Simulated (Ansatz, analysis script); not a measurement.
# Free-standing square Pd monolayer, spacing 2.603 Å: where the moment collapses, part 2 of 2

Wanted: energy and moment of a free-standing square Pd monolayer, spacing 2.603 Å against in-plane size, with typed moments, small moments and no spin.

Ansatz 0.2.0; PBE, PAW set soft_1.

So far. Step 5 (Factor 0.8, starting moments cut to 30 %): It ends non-magnetic, with 0 μB on the largest site. Step 6 (Factor 0.94, typed moments): It ends ferromagnetic, with 0.219 μB on the largest site.

**7. Factor 1.07, typed moments**

Level of this step: Ansatz DFT, collinear, cell scaled along its periodic directions; PBE, PAW set soft_1; PAW set soft_1 (Ansatz).

File input.yaml:

```yaml
crystal:
  lattice:
    - [2.69256414, 0.0, 0.0]
    - [0.0, 2.69256414, 0.0]
    - [0.0, 0.0, 14.0]
  atoms:
    - { symbol: Pd, position: [0.0, 0.0, 0.5], spin: 0.6 }
magnetization:
  spin_polarized: true
kpoints:
  mp_grid: { grid: [22, 22, 1] }
hamiltonian:
  xc: pbe
  pseudopotentials: { kind: paw, azcp: { folder: soft_1 } }
scf:
  occupations: { method: fermi_dirac, width: 0.05 }
  max_iter: 120
  convergence: { dr2_threshold: 1.0e-08 }
  lower_state_search: "off"
basis:
  ecutwfc: 420.0
output:
  stress: true
```

The run is started by

```console
> ansatz run input.yaml --threads 1 --pin off --max-ram 2560MiB --backend cpu --events-out ev --progress --plain --runs-dir out
```

Numbers of over 12 decimals in the logs are rounded to 6 here.

What it wrote:

```text
[...]
Crystal: 1 atoms, lattice volume = 101.499 Å³
Basis set: ecut = 420 eV, 2003 PW (Γ)
Bands: 14, of which v1, the nominal top of the filled ones, is band 9 counted from 1 (8 counted from 0)
Symmetry: 16 space group operations
[...]
k-points: 78 of 484
[...]
Internal energy: -6971.413271 eV  (E = F + TS)
E sigma→0 (E₀):  -6971.424772 eV
Entropy (-TS):   -0.023003 eV (-23.003 meV/atom)
Fermi energy:    -2.001304 eV
[...]
--- Stress (GPa, compression-positive) ---
       -2.896255       0.000000      -0.000000
        0.000000      -2.896255      -0.000000
       -0.000000      -0.000000      -0.000163
  P = ⅓ Tr σ = -1.9309 GPa (-19.309 kbar)
[key lines of the parts left out:]
SCF converged after 17 iterations
Magnetization: 0.3345 μB (9.1672 up, 8.8328 down)
Free energy (F): -6971.436274 eV
```

Wall time 33 s (1 thread of Intel Xeon at 2.50GHz (Skylake/Cascade Lake), shared host); peak memory 0.45 GiB.

It ends ferromagnetic, with 0.321 μB on the largest site.

**8. Factor 1.25, typed moments**

input.yaml: that of step 7 with these lines changed.

```diff
@@ -2,4 +2,4 @@
   lattice:
-    - [2.69256414, 0.0, 0.0]
-    - [0.0, 2.69256414, 0.0]
+    - [2.91024247, 0.0, 0.0]
+    - [0.0, 2.91024247, 0.0]
     - [0.0, 0.0, 14.0]
```

What it wrote:

```text
[...]
Crystal: 1 atoms, lattice volume = 118.573 Å³
Basis set: ecut = 420 eV, 2291 PW (Γ)
Bands: 14, of which v1, the nominal top of the filled ones, is band 9 counted from 1 (8 counted from 0)
Symmetry: 16 space group operations
[...]
k-points: 78 of 484
[...]
Internal energy: -6971.030471 eV  (E = F + TS)
E sigma→0 (E₀):  -6971.044023 eV
Entropy (-TS):   -0.027105 eV (-27.105 meV/atom)
Fermi energy:    -2.445812 eV
[...]
--- Stress (GPa, compression-positive) ---
       -3.823666       0.000000      -0.000000
        0.000000      -3.823666      -0.000000
       -0.000000      -0.000000      -0.000203
  P = ⅓ Tr σ = -2.5492 GPa (-25.492 kbar)
[key lines of the parts left out:]
SCF converged after 16 iterations
Magnetization: 0.3552 μB (9.1776 up, 8.8224 down)
Free energy (F): -6971.057576 eV
```

It took 38 s on 1 thread; peak memory 0.48 GiB.

It ends ferromagnetic, with 0.345 μB on the largest site.

**9. Factor 1.36, no spin**

input.yaml, the sections that differ from step 8:

```yaml
crystal:
  lattice:
    - [3.03559356, 0.0, 0.0]
    - [0.0, 3.03559356, 0.0]
    - [0.0, 0.0, 14.0]
  atoms:
    - { symbol: Pd, position: [0.0, 0.0, 0.5] }
scf:
  occupations: { method: fermi_dirac, width: 0.05 }
  max_iter: 120
  convergence: { dr2_threshold: 1.0e-08 }
# kpoints, hamiltonian, basis, output: as in step 8
# magnetization: removed
```

What it wrote:

```text
[...]
Crystal: 1 atoms, lattice volume = 129.008 Å³
Basis set: ecut = 420 eV, 2471 PW (Γ)
Bands: 13, of which v1, the nominal top of the filled ones, is band 9 counted from 1 (8 counted from 0)
Symmetry: 16 space group operations
[...]
k-points: 78 of 484
[...]
SCF iter   1: F=—  HF=-6971.600156 eV  |F-HF|=—  |Δ(HF+E_count)|=         —  Δρ=5.16e-2  dr2=4.54e0  ethr=3.10e-3  ⟨swp⟩=4.8  Hψ=5112  notcnv=0
[...]
SCF iter  10: F=-6970.809075 eV  HF=-6970.809075 eV  |F-HF|=1.40e-10  |Δ(HF+E_count)|=   2.47e-9  Δρ=9.04e-7  dr2=1.00e-9  ethr=5.56e-11  ⟨swp⟩=4.2  Hψ=3152  notcnv=0
SCF 1 converged in 10 iterations: F = -6970.809075 eV  dr2 = 1.00e-9
[...]
SCF converged after 10 iterations
Free energy (F): -6970.809075 eV
[...]
Internal energy: -6970.772536 eV  (E = F + TS)
E sigma→0 (E₀):  -6970.790806 eV
Entropy (-TS):   -0.036538 eV (-36.538 meV/atom)
Fermi energy:    -2.639157 eV
[...]
--- Stress (GPa, compression-positive) ---
       -3.621813       0.000000       0.000000
        0.000000      -3.621813       0.000000
        0.000000       0.000000      -0.000229
  P = ⅓ Tr σ = -2.4146 GPa (-24.146 kbar)
```

It took 15 s on 1 thread; peak memory 0.42 GiB.

This is the reference without moments at this size.

18 more runs differ from these in the same keys alone and are tabled below.

**10. The curves**

```
factor  E typed (meV/atom)  E small  E no spin  largest moment, typed (μB)  small   state, typed   state, small
   0.8               422.9    422.9      422.9                        0.00   0.00   non-magnetic   non-magnetic
  0.87                95.5     95.5       95.5                        0.00   0.00   non-magnetic   non-magnetic
  0.94                 0.0      0.0        0.5                        0.22   0.22  ferromagnetic  ferromagnetic
     1                22.9     22.9       24.5                        0.28   0.28  ferromagnetic  ferromagnetic
  1.07               118.5    118.5      121.3                        0.32   0.32  ferromagnetic  ferromagnetic
  1.15               274.9    274.9      278.8                        0.34   0.34  ferromagnetic  ferromagnetic
  1.25               497.2    497.2      501.8                        0.35   0.35  ferromagnetic  ferromagnetic
  1.36               741.7    741.7      745.7                        0.33   0.33  ferromagnetic  ferromagnetic
```

**11. Summary of results**

- lowest run: factor 0.94, typed moments
- largest moment, typed start: 0 μB at 0.8 to 0.333 μB at 1.36
- gain by magnetism: 0.0 to 4.6 meV/atom

What this shows: From a factor of 0.8 to 1.36 the largest moment goes from 0 to 0.333 μB. Where moments appear they stay small, near their onset, where mesh and smearing decide. Site moments are taken in spheres that grow with the cell. Both magnetic starts, which share one pattern of signs, end on one state at every size; other orders were not tried. The cell's shape and the atoms were not relaxed. The 24 scaled-cell runs took 11 min of wall time, added up.

[Logs and program files are shortened in this print: banners, set-up blocks, solver, clock and traceback lines can be left out without a mark of their own.]

[Logs are printed without paths, hosts, clocks, repeated set-up lines and the standing remarks that a program may print on its own settings, such as how far it seeks lower states.]

[Hosts, paths, dates, database ids (printed as entryN), source tags and the programs' standing remarks are cut or masked in the printed files.]

[Where the input sets lower_state_search to off, the program did not look for lower states, so one may exist.]
